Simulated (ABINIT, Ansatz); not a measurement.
# A GW chain in ABINIT: BiOCl (P4/nmm)

Aim: the G0W0 gap of BiOCl (P4/nmm) on PBEsol, step by step.

Method: PBEsol and many-body steps on it, plane waves, in ABINIT 10.8.3.

**Experimental background.**

- Gap 3.36 eV: optical gap from Kubelka-Munk/Tauc analysis; UV-vis diffuse reflectance; powder (solvothermal hierarchical microspheres made without additive) (“Hydrothermal Crystallization of Bismuth Oxychlorides (BiOCl) Using Different Shape Control Reagents”, 2021, pmc:8123882).

- Gap 3.44 eV: optical gap from Tauc plot; UV-vis diffuse reflectance; powder (hydrothermal powder) (“Synergistic Piezo-Photocatalysis of BiOCl/NaNbO3 Heterojunction Piezoelectric Composite for High-Efficient Organic Pollutant Degradation”, 2022, pmc:8839476).

### Step 1. The structure

The structure is tetragonal, space group P4/nmm (No. 129). The conventional cell has a = 3.886 Å, b = 3.886 Å, c = 7.349 Å, α = 90.00°, β = 90.00°, γ = 90.00°. Nearest to Bi lie 4 O at 2.31 Å and 4 Cl at 3.06 Å. Cl has 4 Bi at 3.06 Å nearest. Nearest to O lie 4 Bi at 2.31 Å. Farther neighbours and most contacts between anions are not listed.

The cell and positions come from the Crystallography Open Database and are kept as given unless a step says otherwise. Spin-orbit coupling is left out unless a step names it.

### Step 2. Ground state

This step: ABINIT 10.8.3; DFT, PBEsol, plane waves, norm-conserving pseudopotentials.

The ground-state density comes first.

run.abi reads:

```
acell 3*1.0 Angstrom
rprim 
  3.885510000000 0.000000000000 0.000000000000
  0.000000000000 3.885510000000 0.000000000000
  0.000000000000 0.000000000000 7.348900000000
ntypat 3
znucl 83 17 8
natom 6
typat 1 1 2 2 3 3
xred 
  0.500000000000 0.000000000000 0.329040000000
  0.000000000000 0.500000000000 0.670960000000
  0.000000000000 0.500000000000 0.147200000000
  0.500000000000 0.000000000000 0.852800000000
  0.000000000000 0.000000000000 0.500000000000
  0.500000000000 0.500000000000 0.500000000000
pp_dirpath "pseudos"
pseudos "Bi.upf, Cl.upf, O.upf"
ecut 42
ngkpt 4 4 2
nshiftk 1
shiftk 0 0 0
kptopt 1
chksymbreak 0
nband 43
occopt 1
tolvrs 1e-08
nstep 60
prtwf 0
optforces 0
optstress 0
indata_prefix "in"
outdata_prefix "out"
tmpdata_prefix "tmp"
```

Launch:

```sh
> OMP_NUM_THREADS=1 mpirun -n 4 abinit run.abi > log
```

Numbers of over 12 decimals in the logs are rounded to 6 here.

Output:

```text
.Version 10.8.3 of ABINIT. v10.8.2 released Aug 2026.

 Symmetries : space group P4/n m m (#129); Bravais tP (primitive tetrag.)
================================================================================
 Values of the parameters that define the memory need of the present run
     intxc =       0    ionmov =       0      iscf =       7    lmnmax =       6
     lnmax =       6     mgfft =      90  mpssoang =       3    mqgrid =    4052
     natom =       6  nloc_mem =       1    nspden =       1   nspinor =       1
    nsppol =       1      nsym =      16    n1xccc =    2501    ntypat =       3
    occopt =       1   xclevel =       2
-    mband =          43        mffmem =           1         mkmem =           3
       mpw =        9738          nfft =      182250          nkpt =          12
================================================================================
  Rough estimation (10% accuracy) of disk space for files :
================================================================================

--------------------------------------------------------------------------------
------------- Echo of variables that govern the present computation ------------
--------------------------------------------------------------------------------
 -outvars: echo values of preprocessed input variables --------
            acell      1.8897261259E+00  1.8897261259E+00  1.8897261259E+00 Bohr

      chksymbreak           0
             ecut      4.20000000E+01 Hartree
-          fftalg         312

              ixc     -116133
              kpt      0.00000000E+00  0.00000000E+00  0.00000000E+00
                       2.50000000E-01  0.00000000E+00  0.00000000E+00
                       5.00000000E-01  0.00000000E+00  0.00000000E+00
                       2.50000000E-01  2.50000000E-01  0.00000000E+00
                       5.00000000E-01  2.50000000E-01  0.00000000E+00
                       5.00000000E-01  5.00000000E-01  0.00000000E+00
                       0.00000000E+00  0.00000000E+00  5.00000000E-01
                       2.50000000E-01  0.00000000E+00  5.00000000E-01
                       5.00000000E-01  0.00000000E+00  5.00000000E-01
                       2.50000000E-01  2.50000000E-01  5.00000000E-01
                       5.00000000E-01  2.50000000E-01  5.00000000E-01
[...]
kptrlatt        4    0    0      0    4    0      0    0    2
          kptrlen      2.77748167E+01
P           mkmem           3
            natom           6
            nband          43
            ngfft          45      45      90
             nkpt          12
            nstep          60
             nsym          16
           ntypat           3
              occ      2.000000  2.000000  2.000000  2.000000  2.000000  2.000000
                       2.000000  2.000000  2.000000  2.000000  2.000000  2.000000
                       2.000000  2.000000  2.000000  2.000000  2.000000  2.000000
                       2.000000  2.000000  2.000000  2.000000  2.000000  2.000000
                       2.000000  2.000000  2.000000  2.000000  2.000000  2.000000
                       2.000000  2.000000  2.000000  2.000000  2.000000  2.000000
                       0.000000  0.000000  0.000000  0.000000  0.000000  0.000000
                       0.000000
        optforces           0
        optstress           0
            prtwf           0
            rprim      3.8855100000E+00  0.0000000000E+00  0.0000000000E+00
[...]
spgroup         129

           tolvrs      1.00000000E-08

             xred      5.0000000000E-01  0.0000000000E+00  3.2904000000E-01
[...]
znucl       83.00000   17.00000    8.00000

================================================================================

 chkinp: Checking input parameters for consistency.

================================================================================
== DATASET  1 ==================================================================
-   mpi_nproc: 4, omp_nthreads: 1 (-1 if OMP is not activated)

--- !DatasetInfo
iteration_state: {dtset: 1, }
dimensions: {natom: 6, nkpt: 12, mband: 43, nsppol: 1, nspinor: 1, nspden: 1, mpw: 9738, }
cutoff_energies: {ecut:  42.0, pawecutdg:  -1.0, }
electrons: {nelect:   7.20000000E+01, charge:   0.00000000E+00, occopt:   1.00000000E+00, tsmear:   1.00000000E-02, }

 Real(R)+Recip(G) space primitive vectors, cartesian coordinates (Bohr,Bohr^-1):
 R(1)=  7.3425498  0.0000000  0.0000000  G(1)=  0.1361925  0.0000000  0.0000000
 R(2)=  0.0000000  7.3425498  0.0000000  G(2)=  0.0000000  0.1361925  0.0000000
 R(3)=  0.0000000  0.0000000 13.8874083  G(3)=  0.0000000  0.0000000  0.0720077
 Unit cell volume ucvol=  7.4871236E+02 bohr^3
 Angles (23,13,12)=  9.00000000E+01  9.00000000E+01  9.00000000E+01 degrees

 getcut: wavevector=  0.0000  0.0000  0.0000  ngfft=  45  45  90
         ecut(hartree)=     42.000   => boxcut(ratio)=   2.05407

--- Pseudopotential description ------------------------------------------------
- Bi Generated using ONCVPSP code by D. R. Hamann
- 83.00000  23.00000  180301                  znucl, zion, pspdat
12 -116133 2 -1 1472                          pspcod,pspxc,lmax,lloc,mmax
     nproj     2     2     2
  pspatm : epsatm=   28.42398882
         --- l  ekb(1:nproj) -->
[...]
- Cl Generated using ONCVPSP code by D. R. Hamann
- 17.00000   7.00000  180301                  znucl, zion, pspdat
12 -116133 2 -1 1028                          pspcod,pspxc,lmax,lloc,mmax
     nproj     2     2     2
  pspatm : epsatm=    8.95520293
         --- l  ekb(1:nproj) -->
[...]
pspatm: atomic psp has been read  and splines computed

- O Generated using ONCVPSP code by D. R. Hamann
-  8.00000   6.00000  180301                  znucl, zion, pspdat
12 -116133 2 -1 936                           pspcod,pspxc,lmax,lloc,mmax
     nproj     2     2     1
  pspatm : epsatm=    6.20179097
         --- l  ekb(1:nproj) -->
[...]
2   -1.335834
 pspatm: atomic psp has been read  and splines computed

   6.27566151E+03                                ecore*ucvol(ha*bohr**3)
--------------------------------------------------------------------------------

_setup2: Arith. and geom. avg. npw (full set) are    9727.531    9727.524

================================================================================

--- !BeginCycle
iteration_state: {dtset: 1, }
solver: {iscf: 7, nstep: 60, nline: 4, wfoptalg: 0, }
tolerances: {tolvrs: 1.00E-08, }

     iter   Etot(hartree)      deltaE(h)  residm     vres2
 ETOT  1  -529.06740361619    -5.291E+02 2.657E-01 1.372E+03
 ETOT  2  -529.39672427517    -3.293E-01 8.686E-03 4.161E+03
 ETOT  3  -529.88761912465    -4.909E-01 2.563E-02 6.473E+02
 ETOT  4  -529.93217655763    -4.456E-02 1.037E-03 7.812E+01
 ETOT  5  -529.93669216293    -4.516E-03 2.177E-03 6.049E+00
 ETOT  6  -529.93711090267    -4.187E-04 2.676E-04 4.097E-01
 ETOT  7  -529.93712707962    -1.618E-05 3.794E-04 1.879E-02
 ETOT  8  -529.93712773736    -6.577E-07 5.158E-05 8.490E-04
 ETOT  9  -529.93712775997    -2.261E-08 1.532E-04 1.562E-04
 ETOT 10  -529.93712776600    -6.033E-09 2.017E-05 5.624E-06
 ETOT 11  -529.93712776627    -2.699E-10 5.654E-05 5.328E-08
 ETOT 12  -529.93712776628    -1.251E-11 7.486E-06 1.193E-08
 ETOT 13  -529.93712776627     1.069E-11 1.998E-05 3.402E-10

 At SCF step   13       vres2   =  3.40E-10 < tolvrs=  1.00E-08 =>converged.

--- !ResultsGS
iteration_state: {dtset: 1, }
comment   : Summary of ground state results
lattice_vectors:
- [  7.3425498,   0.0000000,   0.0000000, ]
- [  0.0000000,   7.3425498,   0.0000000, ]
- [  0.0000000,   0.0000000,  13.8874083, ]
lattice_lengths: [   7.34255,    7.34255,   13.88741, ]
lattice_angles: [ 90.000,  90.000,  90.000, ] # degrees, (23, 13, 12)
lattice_volume:   7.4871236E+02
convergence: {deltae:  1.069E-11, res2:  3.402E-10, residm:  1.998E-05, diffor:  0.000E+00, }
etotal    :  -5.29937128E+02
entropy   :   0.00000000E+00
fermie    :   2.10386526E-01
cartesian_stress_tensor: null
pressure_GPa: null
xred      :
- [  5.0000E-01,   0.0000E+00,   3.2904E-01, Bi]
- [  0.0000E+00,   5.0000E-01,   6.7096E-01, Bi]
- [  0.0000E+00,   5.0000E-01,   1.4720E-01, Cl]
- [  5.0000E-01,   0.0000E+00,   8.5280E-01, Cl]
- [  0.0000E+00,   0.0000E+00,   5.0000E-01,  O]
- [  5.0000E-01,   5.0000E-01,   5.0000E-01,  O]
cartesian_forces: null
force_length_stats: {min: null, max: null, mean: null, }

 Integrated electronic density in atomic spheres:
 ------------------------------------------------
 Atom  Sphere_radius  Integrated_density
[...]
================================================================================

 ----iterations are completed or convergence reached----

 Mean square residual over all n,k,spin=   46.542E-09; max=  19.983E-06
 reduced coordinates (array xred) for    6 atoms
[...]
0.000000000000      0.500000000000      0.147200000000
       0.500000000000      0.000000000000      0.852800000000
       0.000000000000      0.000000000000      0.500000000000
       0.500000000000      0.500000000000      0.500000000000
 rms dE/dt=  0.0000E+00; max dE/dt=  0.0000E+00; dE/dt below (all hartree)
    1       0.000000000000      0.000000000000      0.000000000000
    2       0.000000000000      0.000000000000      0.000000000000
    3       0.000000000000      0.000000000000      0.000000000000
    4       0.000000000000      0.000000000000      0.000000000000
    5       0.000000000000      0.000000000000      0.000000000000
    6       0.000000000000      0.000000000000      0.000000000000

 cartesian coordinates (angstrom) at end:
    1      1.942755     0.000000     2.418082
    2      0.000000     1.942755     4.930818
    3      0.000000     1.942755     1.081758
    4      1.942755     0.000000     6.267142
    5      0.000000     0.000000     3.674450
    6      1.942755     1.942755     3.674450
 length scales=  1.889726125908  1.889726125908  1.889726125908 bohr
              =  1.000000000000  1.000000000000  1.000000000000 angstroms
 prteigrs : about to open file out_EIG
 Fermi (or HOMO) energy (hartree) =   0.21039   Average Vxc (hartree)=  -0.39976
 Eigenvalues (hartree) for nkpt=  12  k points:
 kpt#   1, nband= 43, wtk=  0.03125, kpt=  0.0000  0.0000  0.0000 (reduced coord)
  -5.38345   -5.38345   -3.10625   -3.10624   -3.10599   -3.10599   -3.10598   -3.10598
  -0.59030   -0.58261   -0.58261   -0.58257   -0.58207   -0.58078   -0.58031   -0.57990
  -0.57990   -0.57928   -0.46182   -0.36401   -0.29061   -0.27872   -0.12961   -0.03489
   0.04616    0.04616    0.13976    0.15185    0.15704    0.15704    0.15978    0.15978
   0.17425    0.17425    0.17704    0.18478    0.32527    0.35107    0.40798    0.40798
   0.47493    0.47860    0.47860
 prteigrs : prtvol=0 or 1, do not print more k-points.

--- !EnergyTerms
iteration_state     : {dtset: 1, }
comment             : Components of total free energy in Hartree
kinetic             :  1.63338181510793E+02
hartree             :  1.78988706582021E+02
xc                  : -8.80365242524712E+01
Ewald energy        : -2.68177961849727E+02
psp_core            :  8.38193925882118E+00
local_psp           : -5.49954809893379E+02
non_local_psp       :  2.55233408776718E+01
total_energy        : -5.29937127766270E+02
total_energy_eV     : -1.44203238697338E+04
band_energy         : -7.03001857220157E+01

== END DATASET(S) ==============================================================
================================================================================

 -outvars: echo values of variables after computation  --------
           etotal     -5.2993712777E+02
            nband          43
             nkpt          12
          spgroup         129
 [... the other variables as echoed above ...]

 Calculation completed.
```

Wall time 48 s (4 MPI ranks of AMD EPYC 9R45, shared host); peak memory 0.56 GiB.

This step gave:

```yaml
total_energy: -14420.3239 eV
gap: 2.623 eV
k_of_the_valence_top: 0.5, 0, 0.5
k_of_the_conduction_bottom: 0, 0, 0.5
least_direct_gap: 2.927 eV
```

The gap is indirect, with the least direct gap 0.30 eV higher.

(Continued in part 2 of 3.)

[Paths, hosts, dates, memory and timing lines, banners, echoed tables and standing remarks are left out of the program output.]

[Logs are printed without paths, hosts, clocks, repeated set-up lines and the standing remarks that a program may print on its own settings, such as how far it seeks lower states.]

[Runs of the session that timed out or met a known fault of the program may be left out.]

[Hosts, paths, dates, database ids (printed as entryN), source tags and the programs' standing remarks are cut or masked in the printed files.]

[G0W0 gaps are taken among the corrected bands and points alone; a level outside them can change the order at an edge.]

[Where Ansatz stands beside ABINIT at settings called matched, ABINIT's density can come from a denser mesh and the files from another edition; pairs whose starting gaps differed by over 0.03 eV were left out, so agreement reads better than it is.]
